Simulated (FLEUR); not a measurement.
**Collinear magnetic orders of free Fe(001) film, 1 layer with FLEUR**

Does free Fe(001) film, 1 layer prefer parallel or opposed moments?

Program: FLEUR MaX-R8.1. Level of theory: LDA (VWN); all-electron FLAPW film, Dirac cores, scalar-relativistic bands. Results are calculated unless marked as measured.

Report form: the programs' logs are mostly left out.

### 1. Set-up

The cell holds 1 atom: 1 Fe. Its edges and angles: a = 2.866 Å, b = 2.866 Å, c = 14.000 Å, α = 90.0°, β = 90.0°, γ = 90.0°. Layers at typed spacings, unrelaxed. Vacuum lies along c.

Coordinates:

```
Fe
1.0
     2.86600    0.00000    0.00000
     0.00000    2.86600    0.00000
     0.00000    0.00000   14.00000
Fe
1
Direct
  0.00000 0.00000 0.50000
```

### 2. Order 1, typed as ferro +

The parallel start is the test of whether parallel moments hold.

inpgen writes inp.xml from crystal.txt; cutoffs, mixing, functional, smearing and local orbitals are then set in the file. The k list default-1 (kpts.xml, not shown) is a Γ-centred 14×14×1 mesh; where the ranks do not divide the number of points, some are split in two of half the weight.

inp.xml

```
<?xml version="1.0" encoding="UTF-8" standalone="no"?>
<fleurInput fleurInputVersion="0.39">
   <comment>
      Fe
   </comment>
   <calculationSetup>
      <cutoffs Kmax="3.6" Gmax="10.8" GmaxXC="10.8" numbands="0"/>
      <scfLoop itmax="120" minDistance="0.00002" maxIterBroyd="15" imix="Anderson" alpha="0.03" precondParam="0.0" spinf="2.0" sdNocoIR="T"/>
      <coreElectrons ctail="T" frcor="F" kcrel="1" coretail_lmax="0"/>
      <xcFunctional name="vwn" relativisticCorrections="F"/>
      <magnetism jspins="2"/>
      <soc l_soc="F" theta="0.0" phi="0.0" spav="F"/>
      <expertModes spex="0" secvar="F"/>
      <geometryOptimization l_f="F" forcealpha="1.0" forcemix="BFGS" epsdisp="0.00001" epsforce="0.00001"/>
      <ldaU l_linMix="F" mixParam="0.05" spinf="1.0"/>
   </calculationSetup>
   <cell>
      <bzIntegration valenceElectrons="16.0" mode="hist" fermiSmearingEnergy="0.00183747">
         <kPointListSelection listName="default-1"/>
         <xi:include xmlns:xi="http://www.w3.org/2001/XInclude" href="kpts.xml"> </xi:include>
      </bzIntegration>
      <xi:include xmlns:xi="http://www.w3.org/2001/XInclude" href="sym.xml"> </xi:include>
      <filmLattice scale="1.0" dVac="5.94" dTilda="8.44">
         <bravaisMatrixFilm>
            <row-1>    5.4159550731035999     0.0000000000000000</row-1>
            <row-2>    0.0000000000000000     5.4159550731035999</row-2>
         </bravaisMatrixFilm>
         <vacuumEnergyParameters vacuum="1" spinUp="-.25" spinDown="-.25"/>
      </filmLattice>
   </cell>
   <atomSpecies>
      <species name="Iron (Fe) 2.800" element="Fe" atomicNumber="26">
         <mtSphere radius="2.57" gridPoints="849" logIncrement="0.014"/>
         <atomicCutoffs lmax="10" lnonsphr="8"/>
         <electronConfig flipSpins="F">
            <coreConfig>(1s1/2) (2s1/2) (2p1/2) (2p3/2)</coreConfig>
            <valenceConfig>(3s1/2) (3p1/2) (3p3/2) (4s1/2) (3d3/2) (3d5/2)</valenceConfig>
            <stateOccupation state="(3d3/2)" spinUp="1.4" spinDown="1.0"/>
            <stateOccupation state="(3d5/2)" spinUp="3.0" spinDown="0.6"/>
         </electronConfig>
         <energyParameters s="4" p="4" d="3" f="4"/>
         <lo type="SCLO" l="0" n="3" eDeriv="0"/>
         <lo type="SCLO" l="1" n="3" eDeriv="0"/>
      </species>
   </atomSpecies>
   <atomGroups>
      <atomGroup species="Iron (Fe) 2.800">
         <filmPos label="                   1">.0000000000 .0000000000 .0000000000</filmPos>
         <force calculate="T" relaxXYZ="TTT"/>
      </atomGroup>
   </atomGroups>
   <output dos="F" band="F" slice="F">
      <bandDOS minEnergy="-.5*Htr" maxEnergy="0.5*Htr" sigma="0.015" storeEVData="T"/>
      <plotting iplot="0" polar="F">
         <plot TwoD="T" vec1="  1.0  0.0  0.0" vec2="  0.0  1.0  0.0" vec3="  0.0  0.0  1.0" zero="  0.0  0.0 -0.5" file="plot"/>
      </plotting>
      <moessbauerParams electricFieldGradient="F" isomerShift="T" coreHyperfine="T" valenceHyperfine="T"/>
   </output>
</fleurInput>
```

crystal.txt

```
Fe
&input film=T cartesian=F /
2.86600000000  0.00000000000  0.00000000000
0.00000000000  2.86600000000  0.00000000000
0.00000000000  0.00000000000  1.00000000000
1.8897261246
1.0 1.0 1.0

1
26 0.00000000000  0.00000000000  0.00000000000 : 2.800

&kpt div1=14 div2=14 div3=1 gamma=T /
```

Run with:

```bash
> OMP_NUM_THREADS=1 inpgen -f crystal.txt > inpgen.log  # inp.xml is then edited as shown
> OMP_NUM_THREADS=1 mpirun -n 4 fleur_MPI > fleur.log
```

The job ended after 16 s (4 MPI ranks of Arm Neoverse V1, shared host; peak memory 0.22 GiB).

Read from the output:

```
free energy                                                       : -34571.0539 eV
program's band gap on this mesh (in a metal only a level spacing) : 3.40e-4 eV
magnetization                                                     : 3.276 μB
final state                                                       : ferromagnetic
largest moment                                                    : 3.223 μB
```

After 24 cycles the largest moment stands at 3.22 μB.

### 3. Run 2 (antiferro q=(0,1/2,0) +-)

An opposed order shows whether neighbours prefer unlike signs.

This order needs a doubled cell of 2 atoms. The mesh is halved along the doubled vector, so that both cells sample the same points. The k list default-1 (kpts.xml, not shown) is a Γ-centred 14×7×1 mesh.

Changes to inp.xml since step 2:

```diff
@@ -17,3 +17,3 @@
    <cell>
-      <bzIntegration valenceElectrons="16.0" mode="hist" fermiSmearingEnergy="0.00183747">
+      <bzIntegration valenceElectrons="32.0" mode="hist" fermiSmearingEnergy="0.00183747">
          <kPointListSelection listName="default-1"/>
@@ -25,3 +25,3 @@
             <row-1>    5.4159550731035999     0.0000000000000000</row-1>
-            <row-2>    0.0000000000000000     5.4159550731035999</row-2>
+            <row-2>    0.0000000000000000    10.8319101462071998</row-2>
          </bravaisMatrixFilm>
@@ -44,2 +44,15 @@
       </species>
+      <species name="Iron (Fe) -2.800" element="Fe" atomicNumber="26">
+         <mtSphere radius="2.57" gridPoints="849" logIncrement="0.014"/>
+         <atomicCutoffs lmax="10" lnonsphr="8"/>
+         <electronConfig flipSpins="F">
+            <coreConfig>(1s1/2) (2s1/2) (2p1/2) (2p3/2)</coreConfig>
+            <valenceConfig>(3s1/2) (3p1/2) (3p3/2) (4s1/2) (3d3/2) (3d5/2)</valenceConfig>
+            <stateOccupation state="(3d3/2)" spinUp="1.0" spinDown="1.4"/>
+            <stateOccupation state="(3d5/2)" spinUp="0.6" spinDown="3.0"/>
+         </electronConfig>
+         <energyParameters s="4" p="4" d="3" f="4"/>
+         <lo type="SCLO" l="0" n="3" eDeriv="0"/>
+         <lo type="SCLO" l="1" n="3" eDeriv="0"/>
+      </species>
    </atomSpecies>
@@ -48,2 +61,6 @@
          <filmPos label="                   1">.0000000000 .0000000000 .0000000000</filmPos>
+         <force calculate="T" relaxXYZ="TTT"/>
+      </atomGroup>
+      <atomGroup species="Iron (Fe) -2.800">
+         <filmPos label="                   2">.0000000000 1.000/2.000 .0000000000</filmPos>
          <force calculate="T" relaxXYZ="TTT"/>
```

crystal.txt

```
Fe
&input film=T cartesian=F /
2.86600000000  0.00000000000  0.00000000000
0.00000000000  5.73200000000  0.00000000000
0.00000000000  0.00000000000  1.00000000000
1.8897261246
1.0 1.0 1.0

2
26 0.00000000000  0.00000000000  0.00000000000 : 2.800
26 0.00000000000  0.50000000000  0.00000000000 : -2.800

&kpt div1=14 div2=7 div3=1 gamma=T /
```

It took 67 s on 4 MPI ranks; peak memory 0.37 GiB.

Read from the output:

```yaml
free_energy: -69141.7648 eV
program_s_band_gap_on_this_mesh_in_a_metal_only_a_level_spacing: 0.008622 eV
magnetization: 0 μB
final_state: antiferromagnetic
largest_moment: 3.212 μB
```

It lies 172 meV a seeded atom over the first start, and its largest moment is 3.21 μB against 3.22 μB.

### 4. Order 3, typed as no spin polarisation

A spinless run gives the zero against which the gain from the moments is read.

The k list default-1 (kpts.xml, not shown) is a Γ-centred 14×14×1 mesh.

inp.xml

```
<?xml version="1.0" encoding="UTF-8" standalone="no"?>
<fleurInput fleurInputVersion="0.39">
   <comment>
      Fe
   </comment>
   <calculationSetup>
      <cutoffs Kmax="3.6" Gmax="10.8" GmaxXC="10.8" numbands="0"/>
      <scfLoop itmax="120" minDistance="0.00002" maxIterBroyd="15" imix="Anderson" alpha="0.03" precondParam="0.0" spinf="2.0" sdNocoIR="T"/>
      <coreElectrons ctail="T" frcor="F" kcrel="1" coretail_lmax="0"/>
      <xcFunctional name="vwn" relativisticCorrections="F"/>
      <magnetism jspins="1"/>
      <soc l_soc="F" theta="0.0" phi="0.0" spav="F"/>
      <expertModes spex="0" secvar="F"/>
      <geometryOptimization l_f="F" forcealpha="1.0" forcemix="BFGS" epsdisp="0.00001" epsforce="0.00001"/>
      <ldaU l_linMix="F" mixParam="0.05" spinf="1.0"/>
   </calculationSetup>
   <cell>
      <bzIntegration valenceElectrons="16.0" mode="hist" fermiSmearingEnergy="0.00183747">
         <kPointListSelection listName="default-1"/>
         <xi:include xmlns:xi="http://www.w3.org/2001/XInclude" href="kpts.xml"> </xi:include>
      </bzIntegration>
      <xi:include xmlns:xi="http://www.w3.org/2001/XInclude" href="sym.xml"> </xi:include>
      <filmLattice scale="1.0" dVac="5.94" dTilda="8.44">
         <bravaisMatrixFilm>
            <row-1>    5.4159550731035999     0.0000000000000000</row-1>
            <row-2>    0.0000000000000000     5.4159550731035999</row-2>
         </bravaisMatrixFilm>
         <vacuumEnergyParameters vacuum="1" spinUp="-.25" spinDown="-.25"/>
      </filmLattice>
   </cell>
   <atomSpecies>
      <species name="Iron (Fe)" element="Fe" atomicNumber="26">
         <mtSphere radius="2.57" gridPoints="849" logIncrement="0.014"/>
         <atomicCutoffs lmax="10" lnonsphr="8"/>
         <electronConfig flipSpins="F">
            <coreConfig>(1s1/2) (2s1/2) (2p1/2) (2p3/2)</coreConfig>
            <valenceConfig>(3s1/2) (3p1/2) (3p3/2) (4s1/2) (3d3/2) (3d5/2)</valenceConfig>
            <stateOccupation state="(3d3/2)" spinUp="1.200000" spinDown="1.200000"/>
            <stateOccupation state="(3d5/2)" spinUp="1.800000" spinDown="1.800000"/>
         </electronConfig>
         <energyParameters s="4" p="4" d="3" f="4"/>
         <lo type="SCLO" l="0" n="3" eDeriv="0"/>
         <lo type="SCLO" l="1" n="3" eDeriv="0"/>
      </species>
   </atomSpecies>
   <atomGroups>
      <atomGroup species="Iron (Fe)">
         <filmPos label="                   1">.0000000000 .0000000000 .0000000000</filmPos>
         <force calculate="T" relaxXYZ="TTT"/>
      </atomGroup>
   </atomGroups>
   <output dos="F" band="F" slice="F">
      <bandDOS minEnergy="-.5*Htr" maxEnergy="0.5*Htr" sigma="0.015" storeEVData="T"/>
      <plotting iplot="0" polar="F">
         <plot TwoD="T" vec1="  1.0  0.0  0.0" vec2="  0.0  1.0  0.0" vec3="  0.0  0.0  1.0" zero="  0.0  0.0 -0.5" file="plot"/>
      </plotting>
      <moessbauerParams electricFieldGradient="F" isomerShift="T" coreHyperfine="T" valenceHyperfine="T"/>
   </output>
</fleurInput>
```

crystal.txt

```
Fe
&input film=T cartesian=F /
2.86600000000  0.00000000000  0.00000000000
0.00000000000  2.86600000000  0.00000000000
0.00000000000  0.00000000000  1.00000000000
1.8897261246
1.0 1.0 1.0

1
26 0.00000000000  0.00000000000  0.00000000000

&kpt div1=14 div2=14 div3=1 gamma=T /
```

Elapsed: 7.1 s, on 4 MPI ranks; peak memory 0.18 GiB.

Numbers from this step:

* free energy: -34569.6266 eV
* program's band gap on this mesh (in a metal only a level spacing): 2.69e-4 eV
* final state: non-magnetic (no spin polarisation)

It lies 1427 meV a seeded atom over the first start.

### 5. Energies of the orders

Free energies are divided by the number of seeded atoms, so that cells of unlike size compare. Wavevectors q in the names are fractions of the primitive cell's reciprocal vectors.

Orders:

```
                   start        final state  typed order kept  energy over the lowest (meV a seeded atom)  largest sphere moment (μB)  net moment (μB a primitive cell)  mesh matched  CPU time (s)
                 ferro +      ferromagnetic               yes                                           0                       3.223                             3.276           yes          63.7
antiferro q=(0,1/2,0) +-  antiferromagnetic               yes                                       171.5                       3.212                                 0           yes         268.3
    no spin polarisation       non-magnetic                 -                                        1427                           0                                 0           yes         27.96
```

### 6. Spin–orbit coupling, moments along z

Spin–orbit coupling ties the spins to the lattice and lets orbital moments form.

A new self-consistent run of the start ferro +, with the moments along z.

Changes to inp.xml since step 2:

```diff
@@ -6,3 +6,3 @@
    <calculationSetup>
-      <cutoffs Kmax="3.6" Gmax="10.8" GmaxXC="10.8" numbands="0"/>
+      <cutoffs Kmax="3.6" Gmax="10.8" GmaxXC="10.8" numbands="36"/>
       <scfLoop itmax="120" minDistance="0.00002" maxIterBroyd="15" imix="Anderson" alpha="0.03" precondParam="0.0" spinf="2.0" sdNocoIR="T"/>
@@ -11,3 +11,3 @@
       <magnetism jspins="2"/>
-      <soc l_soc="F" theta="0.0" phi="0.0" spav="F"/>
+      <soc l_soc="T" theta="0.0" phi="0.0" spav="F"/>
       <expertModes spex="0" secvar="F"/>
```

Changes to crystal.txt since step 2:

```diff
@@ -11,2 +11,3 @@
 
+&soc 0.0000000 0.0000000 /
 &kpt div1=14 div2=14 div3=1 gamma=T /
```

The job ended after 28 s (4 MPI ranks; peak memory 0.27 GiB; 1.8 min of CPU time).

This step gave:

```
free energy                                                       : -34571.0686 eV
program's band gap on this mesh (in a metal only a level spacing) : 0 eV
magnetization                                                     : 3.273 μB
final state                                                       : ferromagnetic
largest moment                                                    : 3.220 μB
orbital moment along the spin                                     : 0.155 μB
```

Orbital moment in the sphere, along the spin axis by atom:

```
atom  orbital moment in the sphere, along the spin axis (μB)
 Fe1                                                   0.155
```

Fields along z, the direction of positive moments; semicore shells count as valence. Hyperfine fields at the nuclei:

```
atom  core contact (T)  valence contact (T)  dipolar (T)  orbital (T)  sum (T)  density at the nucleus (e/bohr³)
 Fe1            -70.37                 63.7        4.204        8.843    6.378                             15067
```

### 7. Results

```
lowest state found                                                          : ferromagnetic (typed ferro +)
largest site spin moment                                                    : 3.22 μB
next finished state                                                         : antiferromagnetic, 172 meV a seeded atom higher
energy gained by spin polarisation                                          : 1427 meV a seeded atom
hyperfine field at Fe1, along its moment                                    : 6.38 T
orbital moment on the atom of largest spin, along its spin (spin–orbit run) : 0.155 μB
```

The lowest state found is ferromagnetic, reached from the start ferro +, with moments up to 3.22 μB. The next finished state costs 172 meV a seeded atom. Forming the largest moments gains far more than ordering them, so they should outlast the ordering temperature. At Fe1 the core shells give -70.4 T and the valence and semicore s states 63.7 T along the moment, -2.07 T per μB together; orbital and dipolar parts add 13 T. Semilocal functionals tend to give too weak a core polarisation. The orbital moment is parallel to the spin. Only 3 starts were tried; other patterns of signs, canted and longer-period orders were not.

[Logs and program files are shortened in this print: banners, set-up blocks, solver, clock and traceback lines can be left out without a mark of their own.]

[Logs are printed without paths, hosts, clocks, repeated set-up lines and the standing remarks that a program may print on its own settings, such as how far it seeks lower states.]

[Hosts, paths, dates, database ids (printed as entryN), source tags and the programs' standing remarks are cut or masked in the printed files.]

[Where a cell is said to come from a database of computed structures, the database is the Materials Project.]
